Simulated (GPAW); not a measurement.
Consider KTaO3 (Pm-3m).

```cif
data_structure
_symmetry_space_group_name_H-M 'P 1'
_symmetry_Int_Tables_number 1
_cell_length_a 3.9883
_cell_length_b 3.9883
_cell_length_c 3.9883
_cell_angle_alpha 90.000
_cell_angle_beta 90.000
_cell_angle_gamma 90.000
_cell_volume 63.44
loop_
_atom_site_label
_atom_site_type_symbol
_atom_site_fract_x
_atom_site_fract_y
_atom_site_fract_z
_atom_site_occupancy
Ta1 Ta 0.00000 0.00000 0.00000 1
K2 K 0.50000 0.50000 0.50000 1
O3 O 0.00000 0.00000 0.50000 1
O4 O 0.00000 0.50000 0.00000 1
O5 O 0.50000 0.00000 0.00000 1
```

Absorber: atom 2, with 12 O at 2.82 Å (cuboctahedral, site symmetry m-3m). Method: GPAW, revPBE, full core hole (charged cell), 10-atom cell with 5.6 Å between holes, 6×6×6 k points, dipole transitions, Gaussian full width 0.9 eV up to 4 eV, rising linearly to 3.5 eV at 25 eV, without spin-orbit coupling.

Q: Where do the maxima of the K K edge fall?

Main maxima up to 30 eV above the zero (height): 8.1 eV (2.14), 10.9 eV (2.95) and 26.3 eV (1.27). A K edge sees empty p states on the absorber. The total-energy difference plus the lowest empty eigenvalue puts the zero at 3622.01 eV. One term is added: -19.86 eV, since the hole is spin-paired here and a spin-polarised one costs that much less in the free atom (computed apart). The photon energy is then 3602.15 eV. The tabulated edge of the element is 3608.4 eV. The functional and the charged cell's background leave an error of a few eV in such absolute values.

The K K spectrum (energy from the lowest empty level; intensity scaled to a mean of 1 over the first 20 eV):

| E (eV) | intensity |
| --- | --- |
| -2.0 | 0.00 |
| -1.0 | 0.00 |
| 0.0 | 0.00 |
| 1.0 | 0.01 |
| 2.0 | 0.04 |
| 3.0 | 0.08 |
| 4.0 | 0.20 |
| 5.0 | 0.23 |
| 6.0 | 0.38 |
| 7.0 | 1.01 |
| 8.0 | 2.13 |
| 9.0 | 1.70 |
| 10.0 | 2.35 |
| 11.0 | 2.95 |
| 12.0 | 2.44 |
| 13.0 | 2.09 |
| 14.0 | 1.53 |
| 15.0 | 0.77 |
| 16.0 | 0.45 |
| 17.0 | 0.43 |
| 18.0 | 0.46 |
| 19.0 | 0.46 |
| 20.0 | 0.43 |
| 21.0 | 0.47 |
| 22.0 | 0.65 |
| 23.0 | 0.89 |
| 24.0 | 1.07 |
| 25.0 | 1.19 |
| 26.0 | 1.27 |
| 27.0 | 1.23 |
| 28.0 | 1.02 |
| 29.0 | 0.77 |
| 30.0 | 0.64 |
| 31.0 | 0.64 |
| 32.0 | 0.77 |

The holes are only 5.6 Å apart, so the shape is probably not converged with cell size; no larger cell was run here. The mesh is coarse (0.26 Å⁻¹ between points), so small maxima may be mesh ripples. Lifetime broadening is put in by hand, and intensities beyond about 20 eV depend on it and on the partial waves. The structure is a published determination, not relaxed.

[Banner, clock and machine lines of the logs are left out without a mark of their own.]

[Logs are printed without paths, hosts, clocks, repeated set-up lines and the standing remarks that a program may print on its own settings, such as how far it seeks lower states.]

[Hosts, paths, dates, database ids (printed as entryN), source tags and the programs' standing remarks are cut or masked in the printed files.]

[Lists of maxima count a maximum above −3 eV only where it reaches 4 % of the highest in the window and stands out from its surroundings by 2 % of it (1.5 % where it reaches 55 %); shoulders and weaker maxima are passed over, and of the rest the first, up to two pre-edge ones and the few strongest are named.]
